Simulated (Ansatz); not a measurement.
# GaSi2P (zincblende [110] superlattice): a band-gap study from PBEsol to G0W0 at the band limit, part 2 of 2

Wanted: the gap of GaSi2P (zincblende [110] superlattice) by functionals, hybrids and G0W0, carried to the basis limit, with what remains uncertain.

Ansatz 0.2.0; density functionals, hybrids, G0W0, plane waves, PAW. Known limits of the many-body steps: not at the basis limit; no spin-orbit coupling; coarse k mesh.

So far. Step 3 (PBEsol bands): The gap is indirect, with the least direct gap 0.05 eV higher. Step 4 (PBEsol+SOC): The gap stands −0.02 eV against PBEsol.

## 5. HSE06

HSE06 mixes in a quarter of exact exchange at short range. Exchange couples all pairs of k points, which makes a full band path dear, so levels are read on the mesh and at chosen points.

This step: DFT, HSE06, plane waves, PAW; PAW set soft_1.

File input.yaml:

```yaml
crystal:
  lattice:
    - [3.843404156, 0.0, 0.0]
    - [0.0, 5.4290093868, -5.64569e-05]
    - [0.0, -0.0001197637, 11.5507987848]
  atoms:
    - { symbol: Ga, position: [0.0, 0.0084371012, 0.0803806764] }
    - { symbol: P, position: [0.5, 0.2643226924, 0.0840269086] }
    - { symbol: Ga, position: [0.5, 0.5239220141, 0.2507303519] }
    - { symbol: P, position: [0.0, 0.7735290135, 0.2507058409] }
    - { symbol: Ga, position: [0.0, 0.0084593226, 0.4210271962] }
    - { symbol: P, position: [0.5, 0.26432075, 0.41742573] }
    - { symbol: Si, position: [0.5, 0.4884272085, 0.5851695215] }
    - { symbol: Si, position: [0.0, 0.7368720631, 0.5835029202] }
    - { symbol: Si, position: [0.0, -0.0219224777, 0.7507067365] }
    - { symbol: Si, position: [0.5, 0.2283423147, 0.7507281947] }
    - { symbol: Si, position: [0.5, 0.4884205659, 0.9162917447] }
    - { symbol: Si, position: [0.0, 0.7368694318, 0.9179016077] }
kpoints:
  mp_grid: { grid: [4, 4, 2] }
  band_path:
    path:
      - [0.0, 0.0, 0.0]
      - [-0.5, 0.0, 0.0]
      - [-0.5, 0.0, 0.5]
      - [0.0, 0.0, 0.5]
      - [0.0, -0.5, 0.5]
      - [-0.5, -0.5, 0.5]
      - [-0.5, -0.5, 0.0]
      - [0.0, -0.5, 0.0]
      - [0.0, -0.15, 0.0]
    npoints: 1
hamiltonian:
  xc: hse06
  pseudopotentials: { kind: paw, azcp: { folder: soft_1 } }
scf:
  occupations: { method: fixed }
  n_extra_bands: 8
output:
  eigenvalues: true
```

Run with:

```bash
$ ansatz run input.yaml --threads 4 --pin off --max-ram 17510MiB --backend cpu --events-out ev --progress --plain --runs-dir out
```

Numbers of over 12 decimals in the logs are rounded to 6 here.

The log of the run:

```text
[...]
davidson cushion auto → on  (no smearing: the cushion is to keep the highest requested band from converging to the state above it; pin scf.eigensolver.cushion to override)
Crystal: 12 atoms, lattice volume = 241.018 Å³
Basis set: ecut = 420 eV, 4705 PW (Γ)
Bands: 47, of which v1, the nominal top of the filled ones, is band 39 counted from 1 (38 counted from 0)
Symmetry: 2 space group operations
[...]
k-points: 18 of 32 (time reversal used)
[...]
E sigma→0 (E₀):  -17439.098764 eV
Fermi energy:    6.451112 eV
[...]
--- Band table (eV; the first three rows and the last of 18) ---
  k-point 0: bands = [... 35 lower, 5.7738, 6.4002, 6.4019, 6.4511, 7.9000, 8.1108, 8.9588, 9.1740, ... 4 higher]
  k-point 1: bands = [... 35 lower, 5.4899, 5.8239, 6.0859, 6.3436, 8.0942, 8.5767, 9.6226, 9.7822, ... 4 higher]
  k-point 2: bands = [... 35 lower, 5.2274, 5.5376, 5.7279, 5.9182, 7.9092, 8.7803, 8.9892, 8.9931, ... 4 higher]
  k-point 17: bands = [... 35 lower, 4.3900, 4.5915, 4.7214, 4.9591, 9.5060, 9.6220, 9.9558, 10.2377, ... 4 higher]
[key lines of the parts left out:]
Free energy (F): -17439.098764 eV
```

Run time: 2.9 min. Hardware: 4 threads of Arm Neoverse V2, shared host; peak memory 5.4 GiB.

This step gave:

```yaml
gap: 1.399 eV
valence_top_at: Γ
conduction_bottom_at: k = (0.000, -0.150, 0.000)
least_direct_gap: 1.449 eV
```

The gap stands +0.69 eV against PBEsol.

## 6. G0W0, 4×4×2 mesh, 118 empty bands, screening to 36 eV, PAW set soft_1 files

G0W0 replaces the xc potential by the self-energy, built once from these orbitals. Only a window of levels is corrected, while the sums run over the empty bands that the input names. This step takes PAW set soft_1 files.

This step: G0W0 on PBEsol, plane waves, PAW; PAW set soft_1.

Edit input.yaml of step 5 so:

```diff
@@ -20,21 +20,12 @@
   mp_grid: { grid: [4, 4, 2] }
-  band_path:
-    path:
-      - [0.0, 0.0, 0.0]
-      - [-0.5, 0.0, 0.0]
-      - [-0.5, 0.0, 0.5]
-      - [0.0, 0.0, 0.5]
-      - [0.0, -0.5, 0.5]
-      - [-0.5, -0.5, 0.5]
-      - [-0.5, -0.5, 0.0]
-      - [0.0, -0.5, 0.0]
-      - [0.0, -0.15, 0.0]
-    npoints: 1
 hamiltonian:
-  xc: hse06
-  pseudopotentials: { kind: paw, azcp: { folder: soft_1 } }
+  xc: pbesol
+  pseudopotentials: { kind: paw, azcp: { folder: soft_1 }, xc_functional: pbe }
 scf:
   occupations: { method: fixed }
-  n_extra_bands: 8
-output:
-  eigenvalues: true
+gw:
+  n_empty_bands: 118
+  ecut_chi: 36
+  qp_bands: [v4, c4]
+  qp_kpoints: band_edges
+  screening: { model: contour_deformation }
```

The log of the run:

```text
[...]
Crystal: 12 atoms, lattice volume = 241.018 Å³
Basis set: ecut = 420 eV, 4705 PW (Γ)
Bands: 51, of which v1, the nominal top of the filled ones, is band 39 counted from 1 (38 counted from 0)
Symmetry: 2 space group operations
[...]
k-points: 18 of 32 (time reversal used)
[...]
5    41      8.1629    -8.5336    -3.4178   -12.7049  0.7805     8.9263     8.9164  root ?
[...]
16    40      7.7697    -8.8855    -3.2883   -12.9501  0.7817     8.5533     8.5459  root
    16    41      8.4699    -8.8779    -3.3727   -13.1094  0.7821     9.3377     9.3287  root
    16    42      9.8058    -6.3687    -3.9244   -10.9873  0.7626    10.5109    10.5001  root
    16    43     10.0228    -7.4425    -3.9924   -12.2718  0.7596    10.8726    10.8597  root
[key lines of the parts left out:]
SCF converged after 10 iterations
Free energy (F): -17180.667473 eV
Fermi energy:    6.733945 eV
```

Wall time 90 s (4 threads); peak memory 1.3 GiB; 5.8 min of CPU time.

Numbers from this step:

| Quantity | Value |
| --- | --- |
| bands summed | 157 |
| RPA ε∞ on this mesh (eigenvalues) | 13.23, 14.35, 16.48 |
| plane waves in the screening matrix | 121 |
| G0W0 gap on the mesh | 0.9945 eV |
| k of the valence top | 0, 0, 0 |
| k of the conduction bottom | -0.5, 0, -0.5 |
| starting gap on the mesh | 0.7480 eV |
| least direct G0W0 gap on the computed points | 1.032 eV |

The gap on the mesh goes from 0.75 eV to 0.99 eV, a correction of +0.25 eV. Between the two edge states, bare exchange in place of the xc potential would open the gap by 5.12 eV, and correlation takes back 4.88 eV. The start differs from the 0.70 eV found before because this mesh misses an edge.

## 7. G0W0, 4×4×2 mesh, 467 empty bands, screening to 90 eV, PAW set soft_1 files

Bands and screening cutoff are moved together, since each hides the error of the other.

Edit input.yaml of step 6 so:

```diff
@@ -26,4 +26,4 @@
 gw:
-  n_empty_bands: 118
-  ecut_chi: 36
+  n_empty_bands: 467
+  ecut_chi: 90.0
   qp_bands: [v4, c4]
```

The log of the run:

```text
[...]
Crystal: 12 atoms, lattice volume = 241.018 Å³
Basis set: ecut = 420 eV, 4705 PW (Γ)
Bands: 51, of which v1, the nominal top of the filled ones, is band 39 counted from 1 (38 counted from 0)
Symmetry: 2 space group operations
[...]
k-points: 18 of 32 (time reversal used)
[...]
SCF iter   1: F=—  HF=-17182.116801 eV  |F-HF|=—  |Δ(HF+E_count)|=         —  Δρ=4.57e-2  dr2=5.92e0  ethr=3.10e-3  ⟨swp⟩=6.1  Hψ=3572  notcnv=0  defer=165
[...]
SCF iter  10: F=-17180.667473 eV  HF=-17180.667473 eV  |F-HF|=3.69e-9  |Δ(HF+E_count)|=   1.86e-7  Δρ=2.11e-6  dr2=1.67e-8  ethr=1.28e-10  ⟨swp⟩=16.4  Hψ=5218  notcnv=0
SCF 1 converged in 10 iterations: F = -17180.667473 eV  dr2 = 1.67e-8
[...]
G₀W₀ screening: q 1/18
[... further progress lines ...]
SCF converged after 10 iterations
Free energy (F): -17180.667473 eV
[...]
Internal energy: -17180.667473 eV  (E = F + TS)
E sigma→0 (E₀):  -17180.667473 eV
Fermi energy:    6.733945 eV
[...]
--- Band table (eV; the first three rows and the last of 18) ---
  k-point 0: bands = [... 35 lower, 6.1459, 6.6900, 6.7234, 6.7339, 7.4819, 7.6698, 8.4631, 8.6604, ... 8 higher]
  k-point 1: bands = [... 35 lower, 5.8000, 6.1029, 6.4466, 6.6650, 7.6553, 8.1076, 9.1206, 9.1960, ... 8 higher]
  k-point 2: bands = [... 35 lower, 5.6403, 5.9237, 6.0778, 6.2091, 7.4904, 8.2915, 8.4733, 8.4770, ... 8 higher]
  k-point 17: bands = [... 35 lower, 4.8377, 5.0177, 5.1339, 5.3454, 9.0032, 9.0697, 9.4066, 9.6456, ... 8 higher]
[...]
0    36      6.1459   -15.6993     1.4236   -13.9061  0.7569     5.7745     5.7763  root
     0    37      6.6900   -15.4220     0.9383   -14.1701  0.7640     6.3754     6.3764  root
     0    38      6.7234   -15.4764     1.1748   -13.9485  0.7609     6.3690     6.3703  root
     0    39      6.7339   -15.2614     0.9701   -13.9669  0.7649     6.4085     6.4095  root
     0    40      7.4819    -6.6841    -3.7497   -10.6150  0.7785     7.6634     7.6631  root
     0    41      7.6698    -6.7071    -3.8143   -10.7310  0.7766     7.8799     7.8794  root
     0    42      8.4631    -6.5051    -4.0977   -10.8378  0.7719     8.6988     8.6980  root
     0    43      8.6604    -7.0362    -4.0829   -11.3757  0.7762     8.9180     8.9170  root
     1    36      5.8000   -15.2759     1.1560   -13.7968  0.7596     5.4756     5.4770  root
     1    37      6.1029   -14.3833     0.9782   -13.0899  0.7612     5.7865     5.7877  root
     1    38      6.4466   -16.4655     1.3734   -14.7318  0.7606     6.0848     6.0863  root
     1    39      6.6650   -15.1147     1.1614   -13.5999  0.7597     6.3102     6.3116  root
     1    40      7.6553    -6.1384    -3.9111   -10.2437  0.7744     7.8500     7.8496  root
     1    41      8.1076    -6.8104    -3.9475   -10.9738  0.7791     8.3241     8.3235  root
     1    42      9.1206    -6.8366    -4.1722   -11.2407  0.7623     9.3534     9.3525  root
     1    43      9.1960    -8.1369    -4.2419   -12.7446  0.7657     9.5639     9.5618  root
     2    36      5.6403   -16.1825     1.6304   -14.1694  0.7546     5.2556     5.2577  root
     2    37      5.9237   -15.5542     1.4948   -13.6837  0.7552     5.5461     5.5480  root
     2    38      6.0778   -15.0493     1.3403   -13.3476  0.7560     5.7149     5.7164  root
     2    39      6.2091   -14.5997     1.0383   -13.2307  0.7620     5.8774     5.8785  root
     2    40      7.4904    -6.8971    -3.7131   -10.8104  0.7772     7.6911     7.6907  root
     2    41      8.2915    -6.8004    -4.0070   -11.0503  0.7716     8.5354     8.5345  root
     2    42      8.4733    -7.8716    -3.9825   -12.1490  0.7712     8.7695     8.7683  root
     2    43      8.4770    -7.7935    -3.9548   -12.0295  0.7713     8.7592     8.7582  root
[...]
16    36      4.9965   -15.4373     1.6176   -13.4456  0.7510     4.6204     4.6224  root
    16    37      5.3352   -15.4833     1.5439   -13.5651  0.7524     4.9590     4.9610  root
    16    38      5.6767   -15.3824     1.4210   -13.5885  0.7562     5.3019     5.3038  root
    16    39      5.9891   -15.1763     1.3466   -13.4626  0.7583     5.6201     5.6219  root
    16    40      7.7697    -8.8855    -3.7456   -12.9501  0.7737     8.0899     8.0887  root
    16    41      8.4699    -8.8779    -3.8755   -13.1094  0.7746     8.8275     8.8259  root
    16    42      9.8058    -6.3687    -4.3709   -10.9873  0.7560    10.0546    10.0536  root
    16    43     10.0228    -7.4425    -4.4950   -12.2718  0.7522    10.3593    10.3572  root
```

It took 12 min on 4 threads; peak memory 4.3 GiB.

Numbers from this step:

```
bands summed                                 : 506
RPA ε∞ on this mesh (eigenvalues)            : 12.76, 13.85, 15.80
plane waves in the screening matrix          : 457
q-points in the mesh                         : 32
G0W0 gap on the mesh                         : 1.229 eV
k of the valence top                         : 0, 0, 0
k of the conduction bottom                   : -0.5, 0, -0.5
starting gap on the mesh                     : 0.7480 eV
Z at the valence top                         : 0.7649
Z at the conduction bottom                   : 0.7819
least direct G0W0 gap on the computed points : 1.254 eV
```

Against the run with 4×4×2 mesh, 118 empty bands, screening to 36 eV, PAW set soft_1 files, the gap moves by +0.23 eV.

Limits: finite bands, cutoff and mesh; no spin-orbit coupling; coarse k mesh. v1 is the top filled band, c1 the lowest empty one. Levels before and after the correction, in eV, zero at the valence-band top of each column:

```csv
,conduction bottom,valence top
Kohn-Sham,0.75,0.00
G0W0,1.23,0.00
```

|  | level | occupation | energy (eV) |
| --- | --- | --- | --- |
| Kohn-Sham | Γ v3 | 2 | -0.044 |
| Kohn-Sham | Γ v2 | 2 | -0.011 |
| Kohn-Sham | Γ v1 | 2 | 0.000 |
| Kohn-Sham | Γ c1 | 0 | 0.748 |
| Kohn-Sham | Γ c2 | 0 | 0.936 |
| Kohn-Sham | Γ c3 | 0 | 1.729 |
| Kohn-Sham | (-0.5 0 -0.5) v3 | 2 | -2.521 |
| Kohn-Sham | (-0.5 0 -0.5) v2 | 2 | -1.904 |
| Kohn-Sham | (-0.5 0 -0.5) v1 | 2 | -1.784 |
| Kohn-Sham | (-0.5 0 -0.5) c1 | 0 | 0.750 |
| Kohn-Sham | (-0.5 0 -0.5) c2 | 0 | 0.975 |
| Kohn-Sham | (-0.5 0 -0.5) c3 | 0 | 0.981 |
| G0W0 | Γ v3 | 2 | -0.033 |
| G0W0 | Γ v2 | 2 | -0.039 |
| G0W0 | Γ v1 | 2 | 0.000 |
| G0W0 | Γ c1 | 0 | 1.254 |
| G0W0 | Γ c2 | 0 | 1.470 |
| G0W0 | Γ c3 | 0 | 2.288 |
| G0W0 | (-0.5 0 -0.5) v3 | 2 | -2.581 |
| G0W0 | (-0.5 0 -0.5) v2 | 2 | -1.975 |
| G0W0 | (-0.5 0 -0.5) v1 | 2 | -1.838 |
| G0W0 | (-0.5 0 -0.5) c1 | 0 | 1.229 |
| G0W0 | (-0.5 0 -0.5) c2 | 0 | 1.521 |
| G0W0 | (-0.5 0 -0.5) c3 | 0 | 1.496 |

The parts of the quasiparticle energy at the two band edges (eV; QP = start + Σx + Σc − Vxc):

| run | edge | start | Σx | Σc | Vxc | Z | QP |
| --- | --- | --- | --- | --- | --- | --- | --- |
| 157 bands | valence top | 6.73 | -15.26 | 1.55 | -13.97 | 0.77 | 6.99 |
| 157 bands | conduction bottom | 7.48 | -6.53 | -3.33 | -10.35 | 0.79 | 7.98 |
| 506 bands | valence top | 6.73 | -15.26 | 0.97 | -13.97 | 0.76 | 6.41 |
| 506 bands | conduction bottom | 7.48 | -6.53 | -3.67 | -10.35 | 0.78 | 7.64 |

## 8. The ladder

Times are wall times on 4 threads of Arm Neoverse V2, shared host, good to a factor of about two. G0W0 rows are gaps on the mesh, lowered by the amount that the mesh misses the start's edges, a rough step that assumes the same correction there.

```csv
level,gap (eV),least direct gap (eV),time
PBEsol,0.70,0.75,21 s
PBEsol+SOC,0.69,0.73,88 s
HSE06,1.40,1.45,2.9 min
G0W0@PBEsol (118 empty bands),0.95,-,90 s
G0W0@PBEsol (467 empty bands),1.19,-,12 min
```

## 9. Adding up the best estimate

```
                                                                   term      eV  running total (eV)
                                             G0W0 on the mesh, top rung   1.229               1.229
to the limit, by a line in one over the bands through the two top rungs  +0.105               1.334
                                                band edges off the mesh  −0.043               1.291
                                         spin-orbit change, from PBEsol  −0.017               1.274
```

## 10. Results

- PBEsol gap: 0.70 eV, indirect (only 46 meV under the direct gap)
- HSE06: 1.40 eV
- G0W0, top rung on the mesh: 1.23 eV
- best estimate, G0W0@PBEsol with spin-orbit change: 1.27 eV
- GW settings of the top rung: 4×4×2 mesh, 467 empty bands, screening to 90 eV, PAW set soft_1 files
- known limits: one-shot GW, static lattice; one k mesh, untested; coarse k mesh

In words: The best estimate for G0W0@PBEsol is 1.27 eV, indirect (only 46 meV under the direct gap) by PBEsol+SOC, against 0.69 eV at the start (both with spin-orbit coupling). The limit rests on the two highest rungs, unchecked by another pair. The term for edges off the mesh assumes that the correction there equals that on the mesh, which is rough. Among the functionals HSE06 comes nearest: +0.11 eV from the estimate without its spin-orbit term (1.29 eV). All runs took 18 min, 72 % of it in G0W0. The 4×4×2 mesh is coarse for this cell (its supercell is 15 Å along the shortest edge). The RPA ε∞ on it, from the PBEsol start, is 12.76, 13.85 and 15.80; such meshes misread the long-range screening, most where the gap is narrow.

[Paths, hosts, dates, memory and timing lines, banners, echoed tables and standing remarks are left out of the program output.]

[Logs are printed without paths, hosts, clocks, repeated set-up lines and the standing remarks that a program may print on its own settings, such as how far it seeks lower states.]

[Runs of the session that timed out or met a known fault of the program may be left out.]

[Cells called generated may have been cut or substituted from an entry of the Crystallography Open Database or the Materials Project.]

[Hosts, paths, dates, database ids (printed as entryN), source tags and the programs' standing remarks are cut or masked in the printed files.]
